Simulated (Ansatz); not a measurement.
# Amorphous Si2O: valence band and core levels, part 3 of 7

How wide do site differences make the core lines of amorphous Si2O?

Ansatz 0.2.0; DFT, PBEsol, plane-wave PAW, scalar-relativistic; PAW set soft_1.

So far. Step 3 (Dynamics at 3200 K): Beyond half the shortest lattice vector, 4.1 Å, g(r) counts periodic images.

**4. Dynamics at 1760 K**

A short run with the thermostat set to 1760 K, starting from rest and too brief to equilibrate, lets it settle further; the cutoff and mesh are cut down, since only a plausible structure is wanted.

Contents of input.yaml:

```yaml
crystal:
  lattice:
    - [8.1669974226, 0.0, 0.0]
    - [0.0, 8.1669974226, 0.0]
    - [0.0, 0.0, 8.1669974226]
  atoms:
    - { symbol: Si, position: [1.0794755995, 0.7725231428, 0.7970691335] }
    - { symbol: Si, position: [0.3522431186, 0.552958262, 0.2779636219] }
    - { symbol: Si, position: [1.1322043575, 0.3872253873, 0.6699146493] }
    - { symbol: Si, position: [0.6739807209, 1.3089946535, 0.1788461761] }
    - { symbol: Si, position: [0.3609479007, 1.0936583833, 0.9018753175] }
    - { symbol: Si, position: [-0.0108877611, 0.6101834685, 0.2345561613] }
    - { symbol: Si, position: [0.5166272403, 0.7924824386, 0.4332256954] }
    - { symbol: Si, position: [0.9587089255, 0.2646457934, 0.0812442006] }
    - { symbol: Si, position: [0.6361402533, 0.2946122054, 0.9119724396] }
    - { symbol: Si, position: [0.1742709699, 1.1135191297, 0.6961869994] }
    - { symbol: Si, position: [0.8852830242, 0.5345383911, -0.061388571] }
    - { symbol: Si, position: [0.9283437248, -0.1427463614, 0.0883637658] }
    - { symbol: Si, position: [0.2877813646, 1.2015140826, 1.1400652385] }
    - { symbol: Si, position: [0.7264212274, 0.5004881614, 0.3831375207] }
    - { symbol: Si, position: [0.2952001426, 0.6254035921, 0.6876697036] }
    - { symbol: Si, position: [0.2972507599, 0.975350939, 0.3153840075] }
    - { symbol: Si, position: [0.3328011331, 0.3874193838, -0.1235075265] }
    - { symbol: Si, position: [0.8261344682, 0.3459995975, 0.7139140111] }
    - { symbol: Si, position: [0.3472239464, 0.7405732914, 0.944858394] }
    - { symbol: Si, position: [0.9934360656, 1.126269566, 0.8700131204] }
    - { symbol: O, position: [0.2512615508, 0.5508079973, 0.0164870873] }
    - { symbol: O, position: [0.7198538555, 0.3229115729, 0.5344315994] }
    - { symbol: O, position: [1.0919096078, 0.2505307093, 0.2222320523] }
    - { symbol: O, position: [0.4072769772, 0.3702552877, 0.1788579745] }
    - { symbol: O, position: [0.1756183993, 0.5876495539, 0.3813984737] }
    - { symbol: O, position: [-0.1730735169, -0.0252043041, -0.0422908559] }
    - { symbol: O, position: [0.8958219523, -0.1315818137, 0.2865189097] }
    - { symbol: O, position: [0.2118773605, 0.0739645106, 0.4893750169] }
    - { symbol: O, position: [0.1380277743, 0.8556174754, 1.0170200356] }
    - { symbol: O, position: [0.6286057496, 0.6348183831, 0.4566144267] }
kpoints:
  mp_grid: { grid: [1, 1, 1] }
scf:
  occupations: { method: fermi_dirac, width: 0.1 }
  n_extra_bands: 21
hamiltonian:
  xc: pbesol
  pseudopotentials: { kind: paw, azcp: { folder: soft_1 }, xc_functional: pbe }
output:
  forces: true
basis:
  ecutwfc: 320
md:
  timestep: 1.5
  n_steps: 396
  ensemble: nvt_langevin
  temperature: 1760
  seed: 0
```

Launch:

```sh
$ ansatz run input.yaml --threads 8 --pin off --max-ram 23552MiB --backend cpu --events-out ev --progress --plain --runs-dir out
```

Numbers of over 12 decimals in the logs are rounded to 6 here.

What it wrote:

```text
[...]
Crystal: 30 atoms, lattice volume = 544.737 Å³
Basis set: ecut = 320 eV, 7075 PW (Γ), exchange–correlation on 96×96×96 points (8 copies of the dense FFT grid, shifted against one another)
Bands: 91, of which v1, the nominal top of the filled ones, is band 70 counted from 1 (69 counted from 0)
Symmetry: 1 space group operations
k-points: 1
[...]
SCF iter   1: F=—  HF=-18045.412160 eV  |F-HF|=—  |Δ(HF+E_count)|=         —  Δρ=7.83e-2  dr2=1.33e2  ethr=3.10e-3  ⟨swp⟩=11.0  Hψ=571  notcnv=0  defer=1
[...]
SCF iter  15: F=-18023.066744 eV  HF=-18023.066744 eV  |F-HF|=5.49e-9  |Δ(HF+E_count)|=   3.93e-9  Δρ=8.79e-7  dr2=7.62e-9  ethr=2.14e-11  ⟨swp⟩=4.0  Hψ=294  notcnv=0
SCF 1 converged in 15 iterations: F = -18023.066744 eV  dr2 = 7.62e-9
[...]
NSCF: frozen V_eff on 1 k-points
md step     0: t =     0.00 fs  T =     0.0 K  F+E_penalty+E_count = -18023.06674437 eV  E_kin = 0.000000 eV  (15 SCF iters)
[...]
SCF iter   8: F=-18023.203488 eV  HF=-18023.203488 eV  |F-HF|=1.08e-8  |Δ(HF+E_count)|=   7.05e-9  Δρ=1.21e-6  dr2=1.48e-8  ethr=2.14e-11  ⟨swp⟩=5.0  Hψ=296  notcnv=0
SCF 2 converged in 8 iterations: F = -18023.203488 eV  dr2 = 1.48e-8
md step     1: t =     1.50 fs  T =    93.8 K  F+E_penalty+E_count = -18023.20348760 eV  E_kin = 0.363608 eV  (8 SCF iters)
[...]
SCF iter   9: F=-18023.564868 eV  HF=-18023.564868 eV  |F-HF|=1.19e-8  |Δ(HF+E_count)|=   1.82e-8  Δρ=1.39e-6  dr2=1.62e-8  ethr=2.14e-11  ⟨swp⟩=5.0  Hψ=310  notcnv=0
SCF 3 converged in 9 iterations: F = -18023.564868 eV  dr2 = 1.62e-8
[...]
md step     2: t =     3.00 fs  T =   249.6 K  F+E_penalty+E_count = -18023.56486763 eV  E_kin = 0.967948 eV  (9 SCF iters)
[... from here on, the SCF cycles and remarks between the steps are left out ...]
md step     3: t =     4.50 fs  T =   434.1 K  F+E_penalty+E_count = -18024.07792336 eV  E_kin = 1.683223 eV  (10 SCF iters)
md step     4: t =     6.00 fs  T =   625.3 K  F+E_penalty+E_count = -18024.69235649 eV  E_kin = 2.424737 eV  (10 SCF iters)
md step     5: t =     7.50 fs  T =   746.7 K  F+E_penalty+E_count = -18025.33246785 eV  E_kin = 2.895397 eV  (7 SCF iters)
md step     6: t =     9.00 fs  T =   900.0 K  F+E_penalty+E_count = -18025.94491685 eV  E_kin = 3.489922 eV  (7 SCF iters)
md step     7: t =    10.50 fs  T =   971.7 K  F+E_penalty+E_count = -18026.51277704 eV  E_kin = 3.767973 eV  (7 SCF iters)
md step     8: t =    12.00 fs  T =  1174.2 K  F+E_penalty+E_count = -18027.02666790 eV  E_kin = 4.553393 eV  (8 SCF iters)
md step     9: t =    13.50 fs  T =  1286.9 K  F+E_penalty+E_count = -18027.46070220 eV  E_kin = 4.990468 eV  (7 SCF iters)
md step    10: t =    15.00 fs  T =  1413.5 K  F+E_penalty+E_count = -18027.78077335 eV  E_kin = 5.481173 eV  (10 SCF iters)
md step    11: t =    16.50 fs  T =  1482.4 K  F+E_penalty+E_count = -18027.97256941 eV  E_kin = 5.748557 eV  (7 SCF iters)
md step    12: t =    18.00 fs  T =  1513.0 K  F+E_penalty+E_count = -18028.02862688 eV  E_kin = 5.867045 eV  (7 SCF iters)
md step    13: t =    19.50 fs  T =  1576.7 K  F+E_penalty+E_count = -18027.98284142 eV  E_kin = 6.114142 eV  (7 SCF iters)
md step    14: t =    21.00 fs  T =  1566.3 K  F+E_penalty+E_count = -18027.86552012 eV  E_kin = 6.073706 eV  (7 SCF iters)
md step    15: t =    22.50 fs  T =  1624.7 K  F+E_penalty+E_count = -18027.71867575 eV  E_kin = 6.300403 eV  (7 SCF iters)
md step    16: t =    24.00 fs  T =  1673.5 K  F+E_penalty+E_count = -18027.62019132 eV  E_kin = 6.489436 eV  (7 SCF iters)
md step    17: t =    25.50 fs  T =  1632.4 K  F+E_penalty+E_count = -18027.61656450 eV  E_kin = 6.330008 eV  (7 SCF iters)
md step    18: t =    27.00 fs  T =  1623.0 K  F+E_penalty+E_count = -18027.74741065 eV  E_kin = 6.293812 eV  (7 SCF iters)
md step    19: t =    28.50 fs  T =  1591.9 K  F+E_penalty+E_count = -18028.04238603 eV  E_kin = 6.173009 eV  (7 SCF iters)
md step    20: t =    30.00 fs  T =  1625.9 K  F+E_penalty+E_count = -18028.43739608 eV  E_kin = 6.304769 eV  (9 SCF iters)
md step    21: t =    31.50 fs  T =  1653.0 K  F+E_penalty+E_count = -18028.81754725 eV  E_kin = 6.410119 eV  (7 SCF iters)
md step    22: t =    33.00 fs  T =  1661.7 K  F+E_penalty+E_count = -18029.09710695 eV  E_kin = 6.443576 eV  (7 SCF iters)
md step    23: t =    34.50 fs  T =  1752.5 K  F+E_penalty+E_count = -18029.25746453 eV  E_kin = 6.795722 eV  (7 SCF iters)
md step    24: t =    36.00 fs  T =  1786.5 K  F+E_penalty+E_count = -18029.36141970 eV  E_kin = 6.927538 eV  (7 SCF iters)
md step    25: t =    37.50 fs  T =  1840.1 K  F+E_penalty+E_count = -18029.47247561 eV  E_kin = 7.135419 eV  (7 SCF iters)
md step    26: t =    39.00 fs  T =  1828.6 K  F+E_penalty+E_count = -18029.65011503 eV  E_kin = 7.090847 eV  (7 SCF iters)
md step    27: t =    40.50 fs  T =  1874.6 K  F+E_penalty+E_count = -18029.92427139 eV  E_kin = 7.269213 eV  (7 SCF iters)
md step    28: t =    42.00 fs  T =  2008.1 K  F+E_penalty+E_count = -18030.26961121 eV  E_kin = 7.786974 eV  (7 SCF iters)
md step    29: t =    43.50 fs  T =  1935.7 K  F+E_penalty+E_count = -18030.62697176 eV  E_kin = 7.506182 eV  (7 SCF iters)
md step    30: t =    45.00 fs  T =  1985.4 K  F+E_penalty+E_count = -18030.94094446 eV  E_kin = 7.698800 eV  (10 SCF iters)
md step    31: t =    46.50 fs  T =  1936.9 K  F+E_penalty+E_count = -18031.17435774 eV  E_kin = 7.511094 eV  (7 SCF iters)
md step    32: t =    48.00 fs  T =  1985.8 K  F+E_penalty+E_count = -18031.30539355 eV  E_kin = 7.700710 eV  (7 SCF iters)
md step    33: t =    49.50 fs  T =  2033.5 K  F+E_penalty+E_count = -18031.31468412 eV  E_kin = 7.885599 eV  (8 SCF iters)
md step    34: t =    51.00 fs  T =  1969.3 K  F+E_penalty+E_count = -18031.23570462 eV  E_kin = 7.636516 eV  (7 SCF iters)
md step    35: t =    52.50 fs  T =  1957.5 K  F+E_penalty+E_count = -18031.11437293 eV  E_kin = 7.590637 eV  (8 SCF iters)
md step    36: t =    54.00 fs  T =  1930.6 K  F+E_penalty+E_count = -18030.98418220 eV  E_kin = 7.486579 eV  (7 SCF iters)
md step    37: t =    55.50 fs  T =  1860.8 K  F+E_penalty+E_count = -18030.86825216 eV  E_kin = 7.215669 eV  (7 SCF iters)
md step    38: t =    57.00 fs  T =  1849.6 K  F+E_penalty+E_count = -18030.77028183 eV  E_kin = 7.172308 eV  (8 SCF iters)
md step    39: t =    58.50 fs  T =  1782.3 K  F+E_penalty+E_count = -18030.68090759 eV  E_kin = 6.911412 eV  (7 SCF iters)
[...]
md step    60: t =    90.00 fs  T =  1617.8 K  F+E_penalty+E_count = -18028.88910353 eV  E_kin = 6.273411 eV  (10 SCF iters)
md step    61: t =    91.50 fs  T =  1669.3 K  F+E_penalty+E_count = -18029.04789212 eV  E_kin = 6.473127 eV  (7 SCF iters)
md step    62: t =    93.00 fs  T =  1600.4 K  F+E_penalty+E_count = -18029.35581878 eV  E_kin = 6.206077 eV  (7 SCF iters)
md step    63: t =    94.50 fs  T =  1631.6 K  F+E_penalty+E_count = -18029.73867155 eV  E_kin = 6.326974 eV  (7 SCF iters)
md step    64: t =    96.00 fs  T =  1701.1 K  F+E_penalty+E_count = -18030.15980644 eV  E_kin = 6.596624 eV  (7 SCF iters)
md step    65: t =    97.50 fs  T =  1813.9 K  F+E_penalty+E_count = -18030.53803655 eV  E_kin = 7.034060 eV  (7 SCF iters)
md step    66: t =    99.00 fs  T =  1922.5 K  F+E_penalty+E_count = -18030.80489406 eV  E_kin = 7.454969 eV  (7 SCF iters)
md step    67: t =   100.50 fs  T =  1880.1 K  F+E_penalty+E_count = -18030.96421144 eV  E_kin = 7.290772 eV  (7 SCF iters)
md step    68: t =   102.00 fs  T =  1869.5 K  F+E_penalty+E_count = -18031.03626032 eV  E_kin = 7.249737 eV  (8 SCF iters)
md step    69: t =   103.50 fs  T =  1909.3 K  F+E_penalty+E_count = -18031.05947552 eV  E_kin = 7.403811 eV  (7 SCF iters)
md step    70: t =   105.00 fs  T =  1863.5 K  F+E_penalty+E_count = -18031.04669925 eV  E_kin = 7.226101 eV  (9 SCF iters)
SCF iter   1: F=—  HF=-18031.042075 eV  |F-HF|=—  |Δ(HF+E_count)|=         —  Δρ=4.31e-4  dr2=1.02e-3  ethr=6.66e-6  ⟨swp⟩=5.0  Hψ=253  notcnv=0  defer=1
[...]
SCF iter   7: F=-18031.041839 eV  HF=-18031.041839 eV  |F-HF|=5.31e-9  |Δ(HF+E_count)|=   1.26e-8  Δρ=8.17e-7  dr2=7.99e-9  ethr=2.14e-11  ⟨swp⟩=5.0  Hψ=304  notcnv=0
SCF 72 converged in 7 iterations: F = -18031.041839 eV  dr2 = 7.99e-9
[...]
md step    71: t =   106.50 fs  T =  1843.4 K  F+E_penalty+E_count = -18031.04183927 eV  E_kin = 7.148349 eV  (7 SCF iters)
SCF iter   1: F=—  HF=-18031.078728 eV  |F-HF|=—  |Δ(HF+E_count)|=         —  Δρ=5.00e-4  dr2=9.25e-4  ethr=7.26e-6  ⟨swp⟩=5.0  Hψ=276  notcnv=0  defer=1
[...]
SCF iter   6: F=—  HF=-18031.078374 eV  |F-HF|=—  |Δ(HF+E_count)|=   3.97e-8  Δρ=2.71e-6  d
```

Elapsed: 3.2 min, on 8 threads of Arm Neoverse V2, shared host; peak memory 0.42 GiB.

The trajectory, sampled:

```csv
time (fs),T (K),potential (meV/atom)
0.0,0,0.0
39.0,1829,-219.4
79.5,1910,-228.9
118.5,1941,-269.2
159.0,1815,-215.6
198.0,2084,-264.5
237.0,1711,-276.9
277.5,1583,-331.1
316.5,2222,-367.0
357.0,1457,-295.6
396.0,1932,-314.2
435.0,1570,-281.2
475.5,1630,-309.0
514.5,1413,-263.8
555.0,1721,-299.1
594.0,1762,-243.9
```

Mean square displacement at the end: Si 1.6 Å², O 2.2 Å².

Positions (Å) and forces (eV/Å) at 594.0 fs:

```xyz
30
Lattice="8.167 0.000 0.000 0.000 8.167 0.000 0.000 0.000 8.167" Properties=species:S:1:pos:R:3:forces:R:3 pbc="T T T"
Si    9.514    7.276    5.873    0.708   -0.398   -0.284
Si    2.949    4.794    0.979    0.064   -0.715   -1.582
Si    9.511    3.279    5.285    0.261    2.380   -1.798
Si    5.744   10.608    1.355   -0.341   -0.270   -0.030
Si    3.241   10.775    7.772    0.376    0.031    1.125
Si   -0.390    5.348    1.732    0.873   -1.912    3.329
Si    3.575    6.517    2.500   -0.045   -0.714    2.226
Si    8.109    3.132    0.961    0.173   -0.696   -0.279
Si    5.236    4.163    7.675   -1.386   -0.859    0.185
Si    2.113    9.491    5.903    0.937   -0.828    1.020
Si    9.457    4.528   -0.982    0.171    0.052    0.533
Si    8.856   -0.496   -0.107   -0.193   -2.627    0.763
Si    2.424   10.601   10.300   -1.508    1.935   -4.023
Si    5.797    4.352    2.665    1.707    0.504    2.550
Si    1.973    5.837    4.036   -2.577   -0.755    0.339
Si    4.780    8.913    3.480   -1.673    1.388   -1.635
Si    3.169    5.942   -1.571    1.182    0.946    0.990
Si    7.050    3.783    5.817   -1.458    1.433   -1.335
Si    3.587    7.986    9.110   -1.441    2.793   -1.691
Si    8.328   10.205    6.959   -0.844    0.389    0.995
O     3.985    7.135   -0.338    0.069   -1.219   -2.274
O     5.955    4.493    4.526    2.521   -2.950    1.015
O     9.011    1.987    1.936    0.083    2.027    0.029
O     2.680    4.091    2.503   -1.221   -0.451   -0.714
O     0.518    5.779    3.116    0.265   -0.245   -1.059
O    -0.378    0.638   -0.488   -1.382    0.538    0.260
O     7.833   -1.754    0.589    0.944    3.078   -2.022
O     3.280    1.921    3.268    3.999   -4.264    3.964
O     1.845    7.985    9.191    0.305   -0.169   -0.335
O     4.835    5.604    2.873   -0.569    1.577   -0.263
```

From the last frames. The pair distribution g(r) by r; read off at these points:

```
r (Å)  Si–Si   Si–O    O–O
 0.04      0      0      0
 0.25      0      0      0
 0.39      0      0      0
 0.61      0      0      0
 0.82      0      0      0
 1.04      0      0      0
 1.18      0      0      0
 1.39      0      0      0
 1.61      0   6.89      0
 1.82      0   2.17      0
 1.97      0      0      0
 2.18   1.04      0      0
 2.39   3.24  0.132   1.59
 2.54   2.36      0   1.18
 2.75  0.801  0.351   5.61
 2.82   2.71  0.143   3.62
 2.97  0.690   1.12      0
 3.18   1.05   1.27      0
 3.32   2.09   1.68  0.961
 3.54  0.667   1.30  0.121
 3.75  0.539   1.21  0.970
 3.89  0.775  0.425  0.900
 4.11   1.35   1.03  0.719
 4.32  0.446   1.05  0.162
 4.54   1.05  0.829  0.589
 4.68  0.675   1.26   1.18
 4.90   1.31   1.14  0.316
 5.11   1.05  0.871  0.523
 5.32  0.829   1.62  0.749
 5.47  0.812  0.913   1.01
 5.68  0.764  0.646  0.141
```

Beyond half the shortest lattice vector, 4.1 Å, g(r) counts periodic images.

Numbers from this step:

| Item | Value |
| --- | --- |
| free energy | -18030.3824 eV |
| energy at zero smearing | -18030.1925 eV |
| smearing term TS | 0.3799 eV |
| Fermi energy | 4.917 eV |
| gap on the k-mesh | 0.1032 eV |

(Continued in part 4 of 7.)

[Logs are printed without paths, hosts, clocks, repeated set-up lines and the standing remarks that a program may print on its own settings, such as how far it seeks lower states.]

[Hosts, paths, dates, database ids (printed as entryN), source tags and the programs' standing remarks are cut or masked in the printed files.]

[Maps of the electrostatic potential energy from Ansatz leave out the sawtooth potential of an applied field or a dipole correction, so their vacuum need not be flat; work functions include it.]
